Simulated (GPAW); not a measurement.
## 1T-SiO2 monolayer: work function by functional and basis

Aim: the work function of both faces of 1T-SiO2 monolayer, and its spread over functionals and bases. Where a layer proves gapped, the work function hangs on where the smearing puts the Fermi level, and the band edges take its place.

Calculated with GPAW 26.7.0; GPAW, PAW setups; layer in a repeated cell with vacuum, relaxation of atoms and in-plane cell, in the first sound run; inputs show where later runs differ.

This is a report of a sequence of runs, with most program output left out.

## Step 1: Starting point

The cell holds 3 atoms: 2 O and 1 Si. Its edges and angles: a = 2.422 Å, b = 2.422 Å, c = 19.859 Å, α = 90.0°, β = 90.0°, γ = 120.0°. Vacuum lies along c.

## Step 2: Relaxation

Forces are removed first; all later runs use this geometry.

run.py reads:

```python
import json
import numpy as np
from ase import Atoms
from ase.filters import FrechetCellFilter
from ase.optimize import BFGS
from gpaw import GPAW, PW

slab = Atoms(
    ['O', 'Si', 'O'],
    positions=[
        [1.21090, 0.69911, 9.00000],
        [0.00000, 0.00000, 9.92952],
        [-0.00000, 1.39823, 10.85904]],
    cell=[[2.4218, 0.0, 0.0], [-1.2109, 2.09734, 0.0], [0.0, 0.0, 19.859]],
    pbc=[True, True, True])

slab.calc = GPAW(mode=PW(600), xc='PBE', kpts={'size': (15, 15, 1), 'gamma': True},
                 occupations={'name': 'fermi-dirac', 'width': 0.05}, nbands='200%',
                 convergence={'density': 1e-05}, maxiter=200,
                 symmetry={'tolerance': 1e-3}, txt='slab.txt')
result = {}
# The in-plane cell is free; stress needs a cell that repeats along all three vectors
path = []
opt = BFGS(FrechetCellFilter(slab, mask=[1, 1, 0, 0, 0, 1]), maxstep=0.2)
opt.attach(lambda: path.append((slab.get_potential_energy(), slab.positions.tolist(), slab.get_forces().tolist())))
result['relaxed'] = bool(opt.run(fmax=0.02, steps=45))
result['path'] = path
result['cell'] = slab.cell.tolist()
print('in-plane lattice', slab.cell.cellpar().round(4)[[0, 1, 5]])
energy = slab.get_potential_energy()
fermi = slab.calc.get_fermi_level()
v = slab.calc.get_electrostatic_potential().mean((0, 1)) - fermi
n = slab.calc.get_pseudo_density().mean((0, 1))
L = slab.cell[2, 2]
z = np.arange(len(v)) * L / len(v)
low, high = slab.positions[:, 2].min(), slab.positions[:, 2].max()
below, above = np.interp([low - 6.8, high + 6.8], z, v)
slopes = [np.interp(x, z, np.gradient(v, z)) for x in (low - 6.8, high + 6.8)]
eps = np.array([[slab.calc.get_eigenvalues(k, s) for k in range(len(slab.calc.get_ibz_k_points()))]
                for s in range(slab.calc.get_number_of_spins())]) - fermi
top, bottom = eps[eps < 0].max(), eps[eps > 0].min()
dipole = slab.get_dipole_moment()[2]
print(f'energy {energy:.4f} eV, Fermi level {fermi:.4f} eV, dipole {dipole:.5f} e A')
print(f'potential 6.8 A off the faces, from the Fermi level: lower {below:.4f} eV, upper {above:.4f} eV')
print(f'slope of the potential there: lower {slopes[0]:.5f}, upper {slopes[1]:.5f} eV/A')
print(f'nearest levels on the mesh: {top:.4f} and {bottom:.4f} eV')
print('magnetic moment', round(slab.get_magnetic_moment(), 3))
result.update(energy=energy, fermi=fermi, dipole=dipole, below=below, above=above, slopes=slopes, edges=[top, bottom],
              z=z.tolist(), v=v.tolist(), n=n.tolist(), positions=slab.positions.tolist(),
              forces=slab.get_forces(apply_constraint=False).tolist(), moments=slab.get_magnetic_moments().tolist())
json.dump(result, open('result.json', 'w'))
```

The run is started by

```console
OMP_NUM_THREADS=1 OPENBLAS_NUM_THREADS=1 python run.py
```

Run time: 2.9 min. Hardware: 1 thread of Arm Neoverse V1, shared host; peak memory 0.31 GiB.

This step gave:

| Item | Value |
| --- | --- |
| dipole along the normal | 3.01e-4 e·Å |
| levels nearest the Fermi level on the mesh | -3.359, 3.400 eV from the Fermi level |

The electrostatic potential energy of an electron (without an applied field's), less the Fermi level, planar mean by z:

| z (Å) | electrostatic potential energy of an electron (without an applied field's), less the Fermi level, planar mean (eV) |
| --- | --- |
| 0.0 | 5.70 |
| 0.5 | 5.70 |
| 1.0 | 5.70 |
| 1.5 | 5.70 |
| 2.0 | 5.70 |
| 2.5 | 5.70 |
| 3.0 | 5.70 |
| 3.5 | 5.70 |
| 4.0 | 5.70 |
| 4.5 | 5.70 |
| 5.0 | 5.70 |
| 5.5 | 5.70 |
| 6.0 | 5.70 |
| 6.5 | 5.69 |
| 7.0 | 5.68 |
| 7.5 | 5.57 |
| 8.0 | 4.91 |
| 8.5 | 0.238 |
| 9.0 | -16.8 |
| 9.5 | -16.2 |
| 10.0 | -23.0 |
| 10.5 | -14.9 |
| 11.0 | -12.6 |
| 11.5 | 2.56 |
| 12.0 | 5.23 |
| 12.5 | 5.62 |
| 13.0 | 5.68 |
| 13.5 | 5.69 |
| 14.0 | 5.69 |
| 14.5 | 5.69 |
| 15.0 | 5.69 |
| 15.5 | 5.69 |
| 16.0 | 5.69 |
| 16.5 | 5.69 |
| 17.0 | 5.69 |
| 17.5 | 5.69 |
| 18.0 | 5.70 |
| 18.5 | 5.70 |
| 19.0 | 5.70 |
| 19.5 | 5.70 |

The pseudo valence density, planar mean by z:

z (Å), pseudo valence density, planar mean (e/Å³) and a bar:
```
      6.0       0.00 
      6.5       0.00 
      7.0       0.00 
      7.5       0.01 
      8.0       0.07 ##
      8.5       0.46 ############
      9.0       1.19 ##############################
      9.5       0.71 ##################
     10.0       0.39 ##########
     10.5       0.91 #######################
     11.0       1.08 ###########################
     11.5       0.28 #######
     12.0       0.04 #
     12.5       0.01 
     13.0       0.00 
     13.5       0.00 
     14.0       0.00
```

The relaxation lowered the energy of the cell by 1.79 eV (energies extrapolated to zero smearing; the optimiser's log prints free energies). The largest force left on a free atom is 0.0024 eV/Å.

## Step 3: The slab's potential

With the geometry fixed, the planar mean of the potential gives the vacuum level on each side.

This step: GPAW, PAW setups; slab in vacuum (GPAW 26.7.0).

Changes to run.py since step 2:

```diff
@@ -3,4 +3,2 @@
 from ase import Atoms
-from ase.filters import FrechetCellFilter
-from ase.optimize import BFGS
 from gpaw import GPAW, PW
@@ -10,21 +8,14 @@
     positions=[
-        [1.21090, 0.69911, 9.00000],
-        [0.00000, 0.00000, 9.92952],
-        [-0.00000, 1.39823, 10.85904]],
-    cell=[[2.4218, 0.0, 0.0], [-1.2109, 2.09734, 0.0], [0.0, 0.0, 19.859]],
-    pbc=[True, True, True])
+        [1.34163, 0.77459, 9.00000],
+        [0.00000, 0.00000, 9.92810],
+        [0.00000, 1.54918, 10.85619]],
+    cell=[[2.68325, -0.0, 0.0], [-1.34163, 2.32377, 0.0], [0.0, 0.0, 19.8562]],
+    pbc=[True, True, False])
 
-slab.calc = GPAW(mode=PW(600), xc='PBE', kpts={'size': (15, 15, 1), 'gamma': True},
+slab.calc = GPAW(mode=PW(500), xc='PBE', kpts={'size': (15, 15, 1), 'gamma': True},
                  occupations={'name': 'fermi-dirac', 'width': 0.05}, nbands='200%',
                  convergence={'density': 1e-05}, maxiter=200,
+                 poissonsolver={'dipolelayer': 'xy'},
                  symmetry={'tolerance': 1e-3}, txt='slab.txt')
 result = {}
-# The in-plane cell is free; stress needs a cell that repeats along all three vectors
-path = []
-opt = BFGS(FrechetCellFilter(slab, mask=[1, 1, 0, 0, 0, 1]), maxstep=0.2)
-opt.attach(lambda: path.append((slab.get_potential_energy(), slab.positions.tolist(), slab.get_forces().tolist())))
-result['relaxed'] = bool(opt.run(fmax=0.02, steps=45))
-result['path'] = path
-result['cell'] = slab.cell.tolist()
-print('in-plane lattice', slab.cell.cellpar().round(4)[[0, 1, 5]])
 energy = slab.get_potential_energy()
```

Run time: 19 s. Hardware: 1 thread; peak memory 0.18 GiB.

Numbers from this step:

```yaml
dipole_along_the_normal: -6.84e-5 e·Å
levels_nearest_the_fermi_level_on_the_mesh: -1.737, 4.992 eV from the Fermi level
upper_work_function: 7.319 eV
lower_work_function: 7.318 eV
upper_ionisation_energy: 9.057 eV
```

Table of electrostatic potential energy of an electron (without an applied field's), less the Fermi level, planar mean by z:

z (Å), electrostatic potential energy of an electron (without an applied field's), less the Fermi level, planar mean (eV) and a bar from the least value:
```
        0        7.3 ##############################
        1        7.3 ##############################
        2        7.3 ##############################
        3        7.3 ##############################
        4        7.3 ##############################
        5        7.3 ##############################
        6        7.3 ##############################
        7        7.3 ##############################
        8        6.5 #############################
        9      -15.2 ######
       10      -21.3 
       11      -10.9 ###########
       12        6.9 ##############################
       13        7.3 ##############################
       14        7.3 ##############################
       15        7.3 ##############################
       16        7.3 ##############################
       17        7.3 ##############################
       18        7.3 ##############################
       19        7.3 ##############################
```

Pseudo valence density, planar mean against z:

| z (Å) | pseudo valence density, planar mean (e/Å³) |
| --- | --- |
| 6.0 | 4.4e-5 |
| 6.5 | 2.5e-4 |
| 7.0 | 0.00146 |
| 7.5 | 0.00978 |
| 8.0 | 0.0687 |
| 8.5 | 0.453 |
| 9.0 | 1.18 |
| 9.5 | 0.707 |
| 10.0 | 0.385 |
| 10.5 | 0.910 |
| 11.0 | 1.08 |
| 11.5 | 0.272 |
| 12.0 | 0.0388 |
| 12.5 | 0.00540 |
| 13.0 | 8.8e-4 |
| 13.5 | 1.5e-4 |
| 14.0 | 2.6e-5 |

The layer is gapped, so the Fermi level lies somewhere inside the gap, set by smearing and numerics, and these work functions are no property of the material; the band edges below the vacuum level are. The potential is flat to 7.3e-4 eV/Å where it is read, so the vacuum is wide enough.

## Step 4: Self-consistent run: xc = "revPBE"

The same geometry under revPBE, to see how far the functional moves the levels against the vacuum.

Changes to run.py since step 3:

```diff
@@ -14,3 +14,3 @@
 
-slab.calc = GPAW(mode=PW(500), xc='PBE', kpts={'size': (15, 15, 1), 'gamma': True},
+slab.calc = GPAW(mode=PW(500), xc='revPBE', kpts={'size': (15, 15, 1), 'gamma': True},
                  occupations={'name': 'fermi-dirac', 'width': 0.05}, nbands='200%',
```

Elapsed: 19 s, on 1 thread; peak memory 0.18 GiB.

This step gave:

```
dipole along the normal                    : -6.83e-5 e·Å
levels nearest the Fermi level on the mesh : -1.731, 5.052 eV from the Fermi level
upper work function                        : 7.196 eV
lower work function                        : 7.194 eV
upper ionisation energy                    : 8.927 eV
```

Table of electrostatic potential energy of an electron (without an applied field's), less the Fermi level, planar mean by z:

z (Å), electrostatic potential energy of an electron (without an applied field's), less the Fermi level, planar mean (eV) and a bar from the least value:
```
      0.0        7.2 ##############################
      0.5        7.2 ##############################
      1.0        7.2 ##############################
      1.5        7.2 ##############################
      2.0        7.2 ##############################
      2.5        7.2 ##############################
      3.0        7.2 ##############################
      3.5        7.2 ##############################
      4.0        7.2 ##############################
      4.5        7.2 ##############################
      5.0        7.2 ##############################
      5.5        7.2 ##############################
      6.0        7.2 ##############################
      6.5        7.2 ##############################
      7.0        7.2 ##############################
      7.5        7.1 ##############################
      8.0        6.4 #############################
      8.5        1.8 ########################
      9.0      -15.3 ######
      9.5      -14.7 #######
     10.0      -21.4 
     10.5      -13.4 ########
     11.0      -11.0 ###########
     11.5        4.1 ###########################
     12.0        6.7 ##############################
     12.5        7.1 ##############################
     13.0        7.2 ##############################
     13.5        7.2 ##############################
     14.0        7.2 ##############################
     14.5        7.2 ##############################
     15.0        7.2 ##############################
     15.5        7.2 ##############################
     16.0        7.2 ##############################
     16.5        7.2 ##############################
     17.0        7.2 ##############################
     17.5        7.2 ##############################
     18.0        7.2 ##############################
     18.5        7.2 ##############################
     19.0        7.2 ##############################
     19.5        7.2 ##############################
```

The pseudo valence density, planar mean by z:

| z (Å) | pseudo valence density, planar mean (e/Å³) |
| --- | --- |
| 0.00 | 0 |
| 0.57 | 0 |
| 1.13 | 0 |
| 1.51 | 0 |
| 2.08 | 0 |
| 2.65 | 0 |
| 3.21 | 0 |
| 3.78 | 0 |
| 4.16 | 1.4e-6 |
| 4.73 | 1.9e-6 |
| 5.29 | 5.5e-6 |
| 5.86 | 2.8e-5 |
| 6.43 | 1.9e-4 |
| 7.00 | 0.00143 |
| 7.38 | 0.00559 |
| 7.94 | 0.0506 |
| 8.51 | 0.466 |
| 9.08 | 1.22 |
| 9.64 | 0.519 |
| 10.02 | 0.384 |
| 10.59 | 1.04 |
| 11.16 | 0.823 |
| 11.72 | 0.109 |
| 12.29 | 0.0117 |
| 12.67 | 0.00279 |
| 13.24 | 3.6e-4 |
| 13.80 | 5.2e-5 |
| 14.37 | 9.1e-6 |
| 14.94 | 2.8e-6 |
| 15.51 | 1.5e-6 |
| 15.88 | 1.2e-6 |
| 16.45 | 0 |
| 17.02 | 0 |
| 17.59 | 0 |
| 18.15 | 0 |
| 18.53 | 0 |
| 19.10 | 0 |
| 19.67 | 0 |

Force by atom:

| atom | x (eV/Å) | y (eV/Å) | z (eV/Å) | size |
| --- | --- | --- | --- | --- |
| O1 | 0.000 | 0.000 | -0.193 | 0.193 |
| Si2 | 0.000 | 0.000 | 0.000 | 0.000 |
| O3 | 0.000 | 0.000 | 0.193 | 0.193 |

The highest filled level lies 1.73 eV under the Fermi level, so the ionisation energy from the upper face is 7.196 + 1.73 = 8.927 eV, against 9.057 eV in the base run.

## Step 5: OptPBE vdW: xc = "optPBE-vdW"

The same geometry under optPBE-vdW, to see how far the functional moves the levels against the vacuum (the van der Waals functionals take revPBE setups).

Changes to run.py since step 4:

```diff
@@ -14,3 +14,3 @@
 
-slab.calc = GPAW(mode=PW(500), xc='revPBE', kpts={'size': (15, 15, 1), 'gamma': True},
+slab.calc = GPAW(mode=PW(500), xc='optPBE-vdW', kpts={'size': (15, 15, 1), 'gamma': True},
                  occupations={'name': 'fermi-dirac', 'width': 0.05}, nbands='200%',
```

The job ended after 26 s (1 thread; peak memory 0.3 GiB).

This step gave:

| Quantity | Value |
| --- | --- |
| dipole along the normal | -6.82e-5 e·Å |
| levels nearest the Fermi level on the mesh | -1.844, 4.925 eV from the Fermi level |
| upper work function | 7.506 eV |
| lower work function | 7.505 eV |
| upper ionisation energy | 9.350 eV |

The electrostatic potential energy of an electron (without an applied field's), less the Fermi level, planar mean by z:

z (Å), electrostatic potential energy of an electron (without an applied field's), less the Fermi level, planar mean (eV) and a bar from the least value:
```
        0        7.5 ##############################
        1        7.5 ##############################
        2        7.5 ##############################
        3        7.5 ##############################
        4        7.5 ##############################
        5        7.5 ##############################
        6        7.5 ##############################
        7        7.5 ##############################
        8        6.6 #############################
        9      -15.2 #######
       10      -21.5 
       11      -10.9 ###########
       12        7.0 #############################
       13        7.5 ##############################
       14        7.5 ##############################
       15        7.5 ##############################
       16        7.5 ##############################
       17        7.5 ##############################
       18        7.5 ##############################
       19        7.5 ##############################
```

The highest filled level lies 1.84 eV under the Fermi level, so the ionisation energy from the upper face is 7.506 + 1.84 = 9.350 eV, against 9.057 eV in the base run.

## Step 6: Self-consistent run: xc = "RPBE"

The same geometry under RPBE, to see how far the functional moves the levels against the vacuum.

Changes to run.py since step 5:

```diff
@@ -14,3 +14,3 @@
 
-slab.calc = GPAW(mode=PW(500), xc='optPBE-vdW', kpts={'size': (15, 15, 1), 'gamma': True},
+slab.calc = GPAW(mode=PW(500), xc='RPBE', kpts={'size': (15, 15, 1), 'gamma': True},
                  occupations={'name': 'fermi-dirac', 'width': 0.05}, nbands='200%',
```

Run time: 19 s. Hardware: 1 thread; peak memory 0.19 GiB.

Numbers from this step:

- dipole along the normal: -6.83e-5 e·Å
- levels nearest the Fermi level on the mesh: -1.699, 5.068 eV from the Fermi level
- upper work function: 7.226 eV
- lower work function: 7.224 eV
- upper ionisation energy: 8.925 eV

The highest filled level lies 1.70 eV under the Fermi level, so the ionisation energy from the upper face is 7.226 + 1.70 = 8.925 eV, against 9.057 eV in the base run.

## Step 7: Self-consistent run: xc = "LDA"

The same geometry under LDA, to see how far the functional moves the levels against the vacuum.

Changes to run.py since step 6:

```diff
@@ -14,3 +14,3 @@
 
-slab.calc = GPAW(mode=PW(500), xc='RPBE', kpts={'size': (15, 15, 1), 'gamma': True},
+slab.calc = GPAW(mode=PW(500), xc='LDA', kpts={'size': (15, 15, 1), 'gamma': True},
                  occupations={'name': 'fermi-dirac', 'width': 0.05}, nbands='200%',
```

Run time: 17 s. Hardware: 1 thread; peak memory 0.18 GiB.

This step gave:

```yaml
dipole_along_the_normal: -6.84e-5 e·Å
levels_nearest_the_fermi_level_on_the_mesh: -1.806, 4.899 eV from the Fermi level
upper_work_function: 7.585 eV
lower_work_function: 7.584 eV
upper_ionisation_energy: 9.391 eV
```

The electrostatic potential energy of an electron (without an applied field's), less the Fermi level, planar mean by z:

| z (Å) | electrostatic potential energy of an electron (without an applied field's), less the Fermi level, planar mean (eV) |
| --- | --- |
| 0 | 7.59 |
| 1 | 7.58 |
| 2 | 7.58 |
| 3 | 7.58 |
| 4 | 7.58 |
| 5 | 7.58 |
| 6 | 7.58 |
| 7 | 7.56 |
| 8 | 6.77 |
| 9 | -15.0 |
| 10 | -21.1 |
| 11 | -10.8 |
| 12 | 7.12 |
| 13 | 7.57 |
| 14 | 7.58 |
| 15 | 7.58 |
| 16 | 7.58 |
| 17 | 7.58 |
| 18 | 7.59 |
| 19 | 7.59 |

The highest filled level lies 1.81 eV under the Fermi level, so the ionisation energy from the upper face is 7.585 + 1.81 = 9.391 eV, against 9.057 eV in the base run.

## Step 8: Self-consistent run: xc = "vdW-DF2"

The same geometry under vdW-DF2, to see how far the functional moves the levels against the vacuum (the van der Waals functionals take revPBE setups).

Changes to run.py since step 7:

```diff
@@ -14,3 +14,3 @@
 
-slab.calc = GPAW(mode=PW(500), xc='LDA', kpts={'size': (15, 15, 1), 'gamma': True},
+slab.calc = GPAW(mode=PW(500), xc='vdW-DF2', kpts={'size': (15, 15, 1), 'gamma': True},
                  occupations={'name': 'fermi-dirac', 'width': 0.05}, nbands='200%',
```

Elapsed: 26 s, on 1 thread; peak memory 0.3 GiB.

This step gave:

```
dipole along the normal                    : -6.81e-5 e·Å
levels nearest the Fermi level on the mesh : -1.732, 4.804 eV from the Fermi level
upper work function                        : 7.868 eV
lower work function                        : 7.867 eV
upper ionisation energy                    : 9.600 eV
```

Table of electrostatic potential energy of an electron (without an applied field's), less the Fermi level, planar mean by z:

| z (Å) | electrostatic potential energy of an electron (without an applied field's), less the Fermi level, planar mean (eV) |
| --- | --- |
| 0.0 | 7.87 |
| 0.5 | 7.87 |
| 1.0 | 7.87 |
| 1.5 | 7.87 |
| 2.0 | 7.87 |
| 2.5 | 7.87 |
| 3.0 | 7.87 |
| 3.5 | 7.87 |
| 4.0 | 7.87 |
| 4.5 | 7.86 |
| 5.0 | 7.86 |
| 5.5 | 7.86 |
| 6.0 | 7.86 |
| 6.5 | 7.86 |
| 7.0 | 7.83 |
| 7.5 | 7.71 |
| 8.0 | 6.97 |
| 8.5 | 2.19 |
| 9.0 | -15.0 |
| 9.5 | -14.7 |
| 10.0 | -21.5 |
| 10.5 | -13.2 |
| 11.0 | -10.6 |
| 11.5 | 4.53 |
| 12.0 | 7.34 |
| 12.5 | 7.77 |
| 13.0 | 7.85 |
| 13.5 | 7.86 |
| 14.0 | 7.86 |
| 14.5 | 7.86 |
| 15.0 | 7.87 |
| 15.5 | 7.87 |
| 16.0 | 7.87 |
| 16.5 | 7.87 |
| 17.0 | 7.87 |
| 17.5 | 7.87 |
| 18.0 | 7.87 |
| 18.5 | 7.87 |
| 19.0 | 7.87 |
| 19.5 | 7.87 |

The highest filled level lies 1.73 eV under the Fermi level, so the ionisation energy from the upper face is 7.868 + 1.73 = 9.600 eV, against 9.057 eV in the base run.

[end of part 1 of 2]

[Logs are printed without paths, hosts, clocks, repeated set-up lines and the standing remarks that a program may print on its own settings, such as how far it seeks lower states.]

[Hosts, paths, dates, database ids (printed as entryN), source tags and the programs' standing remarks are cut or masked in the printed files.]
